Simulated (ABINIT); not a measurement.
# Beyond one shot: MoS2 (P6_3/mmc), part 2 of 2

How far does self-consistency move the gap of MoS2 (P6_3/mmc)?

ABINIT 10.8.3; PBE and many-body steps on it, plane waves. Known limits of the many-body steps: not at the basis limit; no spin-orbit coupling; coarse k mesh.

So far. Step 5 (evGW0, cycle 1): Against G0W0 in ABINIT (6×6×1 mesh, 156 bands, screening to 130.6 eV, Godby-Needs plasmon pole), the gap moves by +0.080 eV. This first cycle still uses the starting levels; it takes the full correction, at all points of the mesh, and its linearised value is 1.189 eV. Step 6 (evGW0, cycle 2): Against the cycle before, the gap moves by −0.053 eV.

The database entry behind the starting cell differs from later determinations by our own check (about 0.3 % long), so it need not match the best structure at ambient conditions.

### Step 7. evGW0, cycle 3

Level of this step: evGW0 on PBE, plane waves, norm-conserving pseudopotentials (ABINIT).

Input file run.abi:

```
acell 3*1.0 Angstrom
rprim 
  3.169000000004 -0.000000000001 0.000000000000
  -1.584500000001 2.744434504597 0.000000000000
  0.000000000000 0.000000000000 12.324000000000
ntypat 2
znucl 42 16
natom 6
typat 1 1 2 2 2 2
xred 
  0.333333333333 0.666666666667 0.250000000000
  0.666666666667 0.333333333333 0.750000000000
  0.333333333333 0.666666666667 0.623000000000
  0.666666666667 0.333333333333 0.123000000000
  0.333333333333 0.666666666667 0.877000000000
  0.666666666667 0.333333333333 0.377000000000
pp_dirpath "pseudos"
pseudos "Mo.upf, S.upf"
ecut 36
ngkpt 6 6 1
nshiftk 1
shiftk 0 0 0
kptopt 1
chksymbreak 0
istwfk *1
occopt 1
irdwfk 1
optdriver 4
nband 156
gwcalctyp 10
ecutsigx 36
symsigma 1
nkptgw 7
kptgw 
  0.0000000000 0.0000000000 0.0000000000
  0.1666666667 0.0000000000 0.0000000000
  0.3333333333 0.0000000000 0.0000000000
  0.5000000000 0.0000000000 0.0000000000
  0.1666666667 0.1666666667 0.0000000000
  0.3333333333 0.1666666667 0.0000000000
  0.3333333333 0.3333333333 0.0000000000
bdgw 
  13 34
  13 34
  13 34
  13 34
  13 34
  13 34
  13 34
ecuteps 4.8
irdscr 1
ppmodel 1
irdqps 1
indata_prefix "in"
outdata_prefix "out"
tmpdata_prefix "tmp"
```

Started as:

```
OMP_NUM_THREADS=1 mpirun -n 8 abinit run.abi > log
```

Numbers of over 12 decimals in the logs are rounded to 6 here.

Log:

```text
.Version 10.8.3 of ABINIT. v10.8.2 released Aug 2026.

 Symmetries : space group P6_3/m m c (#194); Bravais hP (primitive hexag.)
[... echo of the input left out ...]
== DATASET  1 ==================================================================
-   mpi_nproc: 8, omp_nthreads: 1 (-1 if OMP is not activated)

--- !DatasetInfo
iteration_state: {dtset: 1, }
dimensions: {natom: 6, nkpt: 7, mband: 156, nsppol: 1, nspinor: 1, nspden: 1, mpw: 7481, }
cutoff_energies: {ecut:  36.0, pawecutdg:  -1.0, }
[...]
.  kptgw no:  5; Maximum DeltaE = (  -0.005  -0.000) for band index: 22
.  kptgw no:  6; Maximum DeltaE = (  -0.009  -0.000) for band index:  1
.  kptgw no:  7; Maximum DeltaE = (  -0.011   0.000) for band index: 21

== END DATASET(S) ==============================================================
================================================================================

 -outvars: echo values of variables after computation  --------
           etotal      0.0000000000E+00
            nband         156
             nkpt           7
          spgroup         194
 [... the other variables as echoed above ...]

 Calculation completed.
```

It took 4.9 min on 8 MPI ranks of Intel Xeon Platinum 8488C (Sapphire Rapids), shared host; peak memory 4.8 GiB.

Numbers from this step:

```
quasiparticle gap on the mesh                         : 1.224 eV
gap of the density functional on the mesh             : 0.8887 eV
k of the valence top                                  : 0, 0, 0
k of the conduction bottom                            : 0.1667, 0.1667, 0
least direct quasiparticle gap on the computed points : 2.218 eV
```

Against the cycle before, the gap moves by +0.008 eV.

### Step 8. Screening, 6×6×1 mesh, 156 bands, screening to 130.6 eV

This step: RPA screening on PBE, plane waves, norm-conserving pseudopotentials.

run.abi, as its differences from that of step 7:

```diff
@@ -27,28 +27,13 @@
 irdwfk 1
-optdriver 4
+optdriver 3
 nband 156
+ecuteps 4.8
+inclvkb 2
+awtr 1
+symchi 1
 gwcalctyp 10
-ecutsigx 36
-symsigma 1
-nkptgw 7
-kptgw 
-  0.0000000000 0.0000000000 0.0000000000
-  0.1666666667 0.0000000000 0.0000000000
-  0.3333333333 0.0000000000 0.0000000000
-  0.5000000000 0.0000000000 0.0000000000
-  0.1666666667 0.1666666667 0.0000000000
-  0.3333333333 0.1666666667 0.0000000000
-  0.3333333333 0.3333333333 0.0000000000
-bdgw 
-  13 34
-  13 34
-  13 34
-  13 34
-  13 34
-  13 34
-  13 34
-ecuteps 4.8
-irdscr 1
-ppmodel 1
-irdqps 1
+mbpt_sciss 0.548 eV
+nqptdm 1
+qptdm 
+  0 0 0
 indata_prefix "in"
```

Log:

```text
.Version 10.8.3 of ABINIT. v10.8.2 released Aug 2026.

 Symmetries : space group P6_3/m m c (#194); Bravais hP (primitive hexag.)
[... echo of the input left out ...]
== DATASET  1 ==================================================================
-   mpi_nproc: 8, omp_nthreads: 1 (-1 if OMP is not activated)

--- !DatasetInfo
iteration_state: {dtset: 1, }
dimensions: {natom: 6, nkpt: 7, mband: 156, nsppol: 1, nspinor: 1, nspden: 1, mpw: 7481, }
cutoff_energies: {ecut:  36.0, pawecutdg:  -1.0, }
electrons: {nelect:   5.20000000E+01, charge:   0.00000000E+00, occopt:   1.00000000E+00, tsmear:   1.00000000E-02, }

 SCREENING: Calculation of the susceptibility and dielectric matrices

 Based on a program developped by R.W. Godby, V. Olevano, G. Onida, and L. Reining.
 Incorporated in ABINIT by V. Olevano, G.-M. Rignanese, and M. Torrent.
.Using double precision arithmetic ; gwpc =  8

[... cell and pseudopotentials left out ...]
--------------------------------------------------------------------------------

 ==== K-mesh for the wavefunctions ====
 Number of points in the irreducible wedge :     7
[... list of points left out ...]
 Together with 24 symmetry operations and time-reversal symmetry
 yields    36 points in the full Brillouin Zone.

 ==== Q-mesh for the screening function ====
 Number of points in the irreducible wedge :     7
[... list of points left out ...]
 Together with 24 symmetry operations and time-reversal symmetry
 yields    36 points in the full Brillouin Zone.

 setmesh: FFT mesh size selected  =    20x   20x   90
          total number of points  =        36000

 vcoul_init : cutoff-mode = AUXILIARY_FUNCTION
 q-points for optical limit:   1
     1)      0.000010    0.000020    0.000030

 Dielectric matrix will be calculated only for some
 selected q points provided by the user through the input variables
 nqptdm and qptdm

- screening: taking advantage of time-reversal symmetry
- Maximum band index for partially occupied states nbvw = 26
- Remaining bands to be divided among processors   nbcw = 130
- Number of bands treated by each node ~16

 rdqps: reading QP wavefunctions of the previous step
        looking for file in_QPS
 file not found, 1st iteration initialized with KS eigenelements

 screening : performing a first self-consistency
 update of the energies in W by a scissor operator
 applying a scissor operator of [eV] :   0.548

 Number of electrons calculated from density =   52.0000; Expected =   52.0000
 average of density, n =  0.071892
 r_s =    1.4919
 omega_plasma =   25.8640 [eV]

 calculating chi0 at frequencies [eV] :
  1    0.000000E+00    0.000000E+00
  2    0.000000E+00    2.586399E+01

--------------------------------------------------------------------------------
  q-point number  1        q = ( 0.000000, 0.000000, 0.000000) [r.l.u.]
--------------------------------------------------------------------------------
[... chi0 elements left out ...]
 For q-point:  0.000010 0.000020 0.000030
  dielectric constant =  12.7598
  dielectric constant without local fields =  14.1667

  Average fulfillment of the sum rule on Im[epsilon] for q-point    1 :     80.13  [%]
[... wings left out ...]
== END DATASET(S) ==============================================================
================================================================================

 -outvars: echo values of variables after computation  --------
           etotal      0.0000000000E+00
            nband         156
             nkpt           7
          spgroup         194
 [... the other variables as echoed above ...]

 Calculation completed.
```

It took 26 s on 8 MPI ranks; peak memory 2.7 GiB.

Numbers from this step:

* ε∞ with local fields, on this mesh, along the program's q direction: 12.76
* the same without local fields: 14.17
* plasma frequency: 25.86 eV
* plane waves in the screening matrix: 341

This screening uses the functional's bands under a rigid shift, the mean opening of the cycle before.

### Step 9. Screening, 6×6×1 mesh, 156 bands, screening to 130.6 eV

This step: RPA screening on PBE from quasiparticle energies, plane waves, norm-conserving pseudopotentials.

run.abi, as its differences from that of step 8:

```diff
@@ -33,7 +33,12 @@
 symchi 1
+irdqps 1
 gwcalctyp 10
-mbpt_sciss 0.548 eV
-nqptdm 1
+nqptdm 6
 qptdm 
-  0 0 0
+  0.1666666667 0.0000000000 0.0000000000
+  0.3333333333 0.0000000000 0.0000000000
+  0.5000000000 0.0000000000 0.0000000000
+  0.1666666667 0.1666666667 0.0000000000
+  0.3333333333 0.1666666667 0.0000000000
+  0.3333333333 0.3333333333 0.0000000000
 indata_prefix "in"
```

Input file mrgscr.stdin:

```
2
merged
q0_SCR
out_SCR
1
```

Started as:

```
OMP_NUM_THREADS=1 mpirun -n 8 abinit run.abi > log; mrgscr < mrgscr.stdin
```

Log:

```text
.Version 10.8.3 of ABINIT. v10.8.2 released Aug 2026.

 Symmetries : space group P6_3/m m c (#194); Bravais hP (primitive hexag.)
[... echo of the input left out ...]
== DATASET  1 ==================================================================
-   mpi_nproc: 8, omp_nthreads: 1 (-1 if OMP is not activated)

--- !DatasetInfo
iteration_state: {dtset: 1, }
dimensions: {natom: 6, nkpt: 7, mband: 156, nsppol: 1, nspinor: 1, nspden: 1, mpw: 7481, }
cutoff_energies: {ecut:  36.0, pawecutdg:  -1.0, }
[...]
q-point number  1        q = ( 0.166667, 0.000000, 0.000000) [r.l.u.]
--------------------------------------------------------------------------------
[... chi0 elements left out ...]
  Average fulfillment of the sum rule on Im[epsilon] for q-point    2 :     83.26  [%]

--------------------------------------------------------------------------------
  q-point number  2        q = ( 0.333333, 0.000000, 0.000000) [r.l.u.]
--------------------------------------------------------------------------------
[... chi0 elements left out ...]
  Average fulfillment of the sum rule on Im[epsilon] for q-point    3 :     75.53  [%]

 [... 4 further q-points ...]
```

Run time: 44 s. Hardware: 8 MPI ranks; peak memory 2.3 GiB.

Numbers from this step:

```
plasma frequency                    : 25.86 eV
plane waves in the screening matrix : 341
```

This screening reads the quasiparticle levels of the cycle before.

### Step 10. evGW, cycle 1

This step: evGW on PBE, plane waves, norm-conserving pseudopotentials.

run.abi, as its differences from that of step 9:

```diff
@@ -27,12 +27,10 @@
 irdwfk 1
-optdriver 3
+optdriver 4
 nband 156
-ecuteps 4.8
-inclvkb 2
-awtr 1
-symchi 1
-irdqps 1
 gwcalctyp 10
-nqptdm 6
-qptdm 
+ecutsigx 36
+symsigma 1
+nkptgw 7
+kptgw 
+  0.0000000000 0.0000000000 0.0000000000
   0.1666666667 0.0000000000 0.0000000000
@@ -43,2 +41,14 @@
   0.3333333333 0.3333333333 0.0000000000
+bdgw 
+  13 34
+  13 34
+  13 34
+  13 34
+  13 34
+  13 34
+  13 34
+ecuteps 4.8
+irdscr 1
+ppmodel 1
+irdqps 1
 indata_prefix "in"
```

Started as:

```
OMP_NUM_THREADS=1 mpirun -n 8 abinit run.abi > log
```

Log:

```text
.Version 10.8.3 of ABINIT. v10.8.2 released Aug 2026.

 Symmetries : space group P6_3/m m c (#194); Bravais hP (primitive hexag.)
[... echo of the input left out ...]
== DATASET  1 ==================================================================
-   mpi_nproc: 8, omp_nthreads: 1 (-1 if OMP is not activated)

--- !DatasetInfo
iteration_state: {dtset: 1, }
dimensions: {natom: 6, nkpt: 7, mband: 156, nsppol: 1, nspinor: 1, nspden: 1, mpw: 7481, }
cutoff_energies: {ecut:  36.0, pawecutdg:  -1.0, }
[...]
.  kptgw no:  5; Maximum DeltaE = (  -0.028   0.002) for band index:  3
.  kptgw no:  6; Maximum DeltaE = (  -0.047  -0.000) for band index:  1
.  kptgw no:  7; Maximum DeltaE = (  -0.024  -0.000) for band index:  4

== END DATASET(S) ==============================================================
================================================================================

 -outvars: echo values of variables after computation  --------
           etotal      0.0000000000E+00
            nband         156
             nkpt           7
          spgroup         194
 [... the other variables as echoed above ...]

 Calculation completed.
```

Elapsed: 4.9 min, on 8 MPI ranks; peak memory 4.8 GiB.

Numbers from this step:

- quasiparticle gap on the mesh: 1.286 eV
- gap of the density functional on the mesh: 0.8887 eV
- k of the valence top: 0, 0, 0
- k of the conduction bottom: 0.1667, 0.1667, 0
- least direct quasiparticle gap on the computed points: 2.273 eV

Against G0W0 in ABINIT (6×6×1 mesh, 156 bands, screening to 130.6 eV, Godby-Needs plasmon pole), the gap moves by +0.097 eV.

### Step 11. Screening, 6×6×1 mesh, 156 bands, screening to 130.6 eV

This step: RPA screening on PBE, plane waves, norm-conserving pseudopotentials.

run.abi, as its differences from that of step 10:

```diff
@@ -27,28 +27,13 @@
 irdwfk 1
-optdriver 4
+optdriver 3
 nband 156
+ecuteps 4.8
+inclvkb 2
+awtr 1
+symchi 1
 gwcalctyp 10
-ecutsigx 36
-symsigma 1
-nkptgw 7
-kptgw 
-  0.0000000000 0.0000000000 0.0000000000
-  0.1666666667 0.0000000000 0.0000000000
-  0.3333333333 0.0000000000 0.0000000000
-  0.5000000000 0.0000000000 0.0000000000
-  0.1666666667 0.1666666667 0.0000000000
-  0.3333333333 0.1666666667 0.0000000000
-  0.3333333333 0.3333333333 0.0000000000
-bdgw 
-  13 34
-  13 34
-  13 34
-  13 34
-  13 34
-  13 34
-  13 34
-ecuteps 4.8
-irdscr 1
-ppmodel 1
-irdqps 1
+mbpt_sciss 0.621 eV
+nqptdm 1
+qptdm 
+  0 0 0
 indata_prefix "in"
```

Log:

```text
.Version 10.8.3 of ABINIT. v10.8.2 released Aug 2026.

 Symmetries : space group P6_3/m m c (#194); Bravais hP (primitive hexag.)
[... echo of the input left out ...]
== DATASET  1 ==================================================================
-   mpi_nproc: 8, omp_nthreads: 1 (-1 if OMP is not activated)

--- !DatasetInfo
iteration_state: {dtset: 1, }
dimensions: {natom: 6, nkpt: 7, mband: 156, nsppol: 1, nspinor: 1, nspden: 1, mpw: 7481, }
cutoff_energies: {ecut:  36.0, pawecutdg:  -1.0, }
[...]
[... chi0 elements left out ...]
 For q-point:  0.000010 0.000020 0.000030
  dielectric constant =  12.5649
  dielectric constant without local fields =  13.9344

  Average fulfillment of the sum rule on Im[epsilon] for q-point    1 :     80.53  [%]
[... wings left out ...]
== END DATASET(S) ==============================================================
================================================================================

 -outvars: echo values of variables after computation  --------
           etotal      0.0000000000E+00
            nband         156
             nkpt           7
          spgroup         194
 [... the other variables as echoed above ...]

 Calculation completed.
```

It took 27 s on 8 MPI ranks; peak memory 2.7 GiB; 3.6 min of CPU time.

This step gave:

| Item | Value |
| --- | --- |
| ε∞ with local fields, on this mesh, along the program's q direction | 12.56 |
| the same without local fields | 13.93 |
| plasma frequency | 25.86 eV |
| plane waves in the screening matrix | 341 |

This screening uses the functional's bands under a rigid shift, the mean opening of the cycle before.

### Step 12. Screening, 6×6×1 mesh, 156 bands, screening to 130.6 eV

This step: RPA screening on PBE from quasiparticle energies, plane waves, norm-conserving pseudopotentials.

run.abi, as its differences from that of step 11:

```diff
@@ -33,7 +33,12 @@
 symchi 1
+irdqps 1
 gwcalctyp 10
-mbpt_sciss 0.621 eV
-nqptdm 1
+nqptdm 6
 qptdm 
-  0 0 0
+  0.1666666667 0.0000000000 0.0000000000
+  0.3333333333 0.0000000000 0.0000000000
+  0.5000000000 0.0000000000 0.0000000000
+  0.1666666667 0.1666666667 0.0000000000
+  0.3333333333 0.1666666667 0.0000000000
+  0.3333333333 0.3333333333 0.0000000000
 indata_prefix "in"
```

mrgscr.stdin is that of step 9.

Started as:

```
OMP_NUM_THREADS=1 mpirun -n 8 abinit run.abi > log; mrgscr < mrgscr.stdin
```

Log:

```text
.Version 10.8.3 of ABINIT. v10.8.2 released Aug 2026.

 Symmetries : space group P6_3/m m c (#194); Bravais hP (primitive hexag.)
[... echo of the input left out ...]
== DATASET  1 ==================================================================
-   mpi_nproc: 8, omp_nthreads: 1 (-1 if OMP is not activated)

--- !DatasetInfo
iteration_state: {dtset: 1, }
dimensions: {natom: 6, nkpt: 7, mband: 156, nsppol: 1, nspinor: 1, nspden: 1, mpw: 7481, }
cutoff_energies: {ecut:  36.0, pawecutdg:  -1.0, }
[...]
q-point number  1        q = ( 0.166667, 0.000000, 0.000000) [r.l.u.]
--------------------------------------------------------------------------------
[... chi0 elements left out ...]
  Average fulfillment of the sum rule on Im[epsilon] for q-point    2 :     83.83  [%]

--------------------------------------------------------------------------------
  q-point number  2        q = ( 0.333333, 0.000000, 0.000000) [r.l.u.]
--------------------------------------------------------------------------------
[... chi0 elements left out ...]
  Average fulfillment of the sum rule on Im[epsilon] for q-point    3 :     75.85  [%]

 [... 4 further q-points ...]
```

Run time: 43 s. Hardware: 8 MPI ranks; peak memory 2.3 GiB; 5.7 min of CPU time.

This step gave:

* plasma frequency: 25.86 eV
* plane waves in the screening matrix: 341

This screening reads the quasiparticle levels of the cycle before.

### Step 13. evGW, cycle 2

This step: evGW on PBE, plane waves, norm-conserving pseudopotentials.

run.abi, as its differences from that of step 12:

```diff
@@ -27,12 +27,10 @@
 irdwfk 1
-optdriver 3
+optdriver 4
 nband 156
-ecuteps 4.8
-inclvkb 2
-awtr 1
-symchi 1
-irdqps 1
 gwcalctyp 10
-nqptdm 6
-qptdm 
+ecutsigx 36
+symsigma 1
+nkptgw 7
+kptgw 
+  0.0000000000 0.0000000000 0.0000000000
   0.1666666667 0.0000000000 0.0000000000
@@ -43,2 +41,14 @@
   0.3333333333 0.3333333333 0.0000000000
+bdgw 
+  13 34
+  13 34
+  13 34
+  13 34
+  13 34
+  13 34
+  13 34
+ecuteps 4.8
+irdscr 1
+ppmodel 1
+irdqps 1
 indata_prefix "in"
```

Started as:

```
OMP_NUM_THREADS=1 mpirun -n 8 abinit run.abi > log
```

Log:

```text
.Version 10.8.3 of ABINIT. v10.8.2 released Aug 2026.

 Symmetries : space group P6_3/m m c (#194); Bravais hP (primitive hexag.)
[... echo of the input left out ...]
== DATASET  1 ==================================================================
-   mpi_nproc: 8, omp_nthreads: 1 (-1 if OMP is not activated)

--- !DatasetInfo
iteration_state: {dtset: 1, }
dimensions: {natom: 6, nkpt: 7, mband: 156, nsppol: 1, nspinor: 1, nspden: 1, mpw: 7481, }
cutoff_energies: {ecut:  36.0, pawecutdg:  -1.0, }
[...]
.  kptgw no:  5; Maximum DeltaE = (   0.004  -0.000) for band index: 21
.  kptgw no:  6; Maximum DeltaE = (  -0.002   0.001) for band index:  2
.  kptgw no:  7; Maximum DeltaE = (   0.001   0.000) for band index:  9

== END DATASET(S) ==============================================================
================================================================================

 -outvars: echo values of variables after computation  --------
           etotal      0.0000000000E+00
            nband         156
             nkpt           7
          spgroup         194
 [... the other variables as echoed above ...]

 Calculation completed.
```

Wall time 4.9 min (8 MPI ranks); peak memory 4.8 GiB.

Numbers from this step:

- quasiparticle gap on the mesh: 1.285 eV
- gap of the density functional on the mesh: 0.8887 eV
- k of the valence top: 0, 0, 0
- k of the conduction bottom: 0.1667, 0.1667, 0
- least direct quasiparticle gap on the computed points: 2.271 eV

Against the cycle before, the gap moves by −0.001 eV.

### Step 14. Side by side

Times are wall times on 8 MPI ranks of Intel Xeon Platinum 8488C (Sapphire Rapids), shared host, good to a factor of about two. A run's time includes the screening step that it read.

```
           run   mesh  bands  screening cutoff (eV)  DFT gap (eV)  gap on the mesh (eV)  direct (eV)  ε∞ used   time
          G0W0  6×6×1    156                  130.6         0.889                 1.189        2.164    14.52   87 s
evGW0, cycle 1  6×6×1    156                  130.6         0.889                 1.269        2.313    14.52  6 min
evGW0, cycle 2  6×6×1    156                  130.6         0.889                 1.216        2.196    14.52  6 min
evGW0, cycle 3  6×6×1    156                  130.6         0.889                 1.224        2.218    14.52  6 min
 evGW, cycle 1  6×6×1    156                  130.6         0.889                 1.286        2.273    12.76  6 min
 evGW, cycle 2  6×6×1    156                  130.6         0.889                 1.285        2.271    12.56  6 min
```

### Step 15. Summary of results

| Property | Result |
| --- | --- |
| G0W0 | 1.189 eV |
| evGW0, cycle 1 | 1.269 eV |
| evGW0, cycle 2 | 1.216 eV |
| evGW0, cycle 3 | 1.224 eV |
| evGW, cycle 1 | 1.286 eV |
| evGW, cycle 2 | 1.285 eV |
| known limits | not at the basis limit; no spin-orbit coupling; coarse k mesh |

In words: Only the bands that the input lists are updated; the others, empty or deep, keep the functional's energies or take a rigid shift. The evGW loop starts from the last levels of evGW0, so its cycles and time come on top of those. evGW0 ends at 1.22 eV, +0.04 eV from G0W0, after 3 cycles that took 15 min beside the first screening; the last moved the gap by 0.008 eV. evGW ends at 1.29 eV, +0.10 eV from G0W0, after 2 cycles that took 12 min beside the first screening; the last moved the gap by 0.001 eV. The first cycle of evGW0 takes the full correction, without the factor Z, so it overshoots the one-shot value. Bands and cutoff are finite, so the gap is not at the basis limit. The miss can reach some tenths of an eV and take either sign; the mesh is an error of its own. The 6×6×1 mesh is coarse for this cell, which bears on the long-range parts of exchange and screening. In the updated screening the q = 0 part is built from Kohn-Sham bands under a rigid shift, the other q from the quasiparticle levels. The many-body steps are scalar-relativistic: spin-orbit coupling is not in them.

[Paths, hosts, dates, memory and timing lines, banners, echoed tables and standing remarks are left out of the program output.]

[Logs are printed without paths, hosts, clocks, repeated set-up lines and the standing remarks that a program may print on its own settings, such as how far it seeks lower states.]

[Runs of the session that timed out or met a known fault of the program may be left out.]

[Hosts, paths, dates, database ids (printed as entryN), source tags and the programs' standing remarks are cut or masked in the printed files.]

[G0W0 gaps are taken among the corrected bands and points alone; a level outside them can change the order at an edge.]

[Where Ansatz stands beside ABINIT at settings called matched, ABINIT's density can come from a denser mesh and the files from another edition; pairs whose starting gaps differed by over 0.03 eV were left out, so agreement reads better than it is.]
